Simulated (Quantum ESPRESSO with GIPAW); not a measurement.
# From 13C NMR to local structure in CaZnC2O6

A crystal of composition CaZnC2O6 (one database entry, not always the ambient form) has the 13C spectrum and parameters below, calculated by GIPAW (PBEsol; shifts against TMS, scatter of the reference line 0.8 ppm; spans on the shift scale).

Simulated spectrum: 13C static powder, 23.5 T (251.6 MHz), lines broadened by 1.4 ppm; rigid lattice, with dipolar and J couplings left out.

δ (ppm), intensity and a bar:
```
    200.1       0.00 
    197.4       0.00 
    194.8       0.01 
    192.2       0.60 ##################
    191.4       1.00 ##############################
    189.8       0.57 #################
    187.2       0.38 ###########
    184.5       0.30 #########
    182.1       0.26 ########
    179.5       0.23 #######
    176.9       0.21 ######
    174.5       0.19 ######
    171.9       0.18 #####
    169.2       0.17 #####
    166.6       0.16 #####
    164.2       0.15 #####
    161.6       0.15 ####
    159.0       0.14 ####
    156.5       0.14 ####
    153.9       0.13 ####
    151.3       0.13 ####
    148.9       0.12 ####
    146.3       0.12 ####
    143.6       0.12 ###
    141.0       0.11 ###
    138.6       0.11 ###
    136.0       0.11 ###
    133.4       0.11 ###
    130.9       0.10 ###
    128.3       0.10 ###
    125.7       0.10 ###
    123.3       0.02 #
    120.7       0.00 
    118.1       0.00 
    115.6       0.00
```

Most prominent maxima (ppm: height): 191.4: 1.00.

| line | δ_iso (ppm) | relative area | span (ppm) | skew |
| --- | --- | --- | --- | --- |
| A | 169.2 | 1 | 68.1 | 1.00 |

What coordination and symmetry does each C site have?

A: skew ±1 point to an axis of order three or more.  The structure behind these values (space group R-3; other structures could give like values):

| line | surroundings | neighbours | bonds (Å) | site symmetry |
| --- | --- | --- | --- | --- |
| A | CO3 | 3 | 1.297 | 3 |

[Banner, clock, file and message-heading lines were taken out of the pw.x and gipaw.x logs.]

[Logs are printed without paths, hosts, clocks, repeated set-up lines and the standing remarks that a program may print on its own settings, such as how far it seeks lower states.]

[Hosts, paths, dates, database ids (printed as entryN), source tags and the programs' standing remarks are cut or masked in the printed files.]
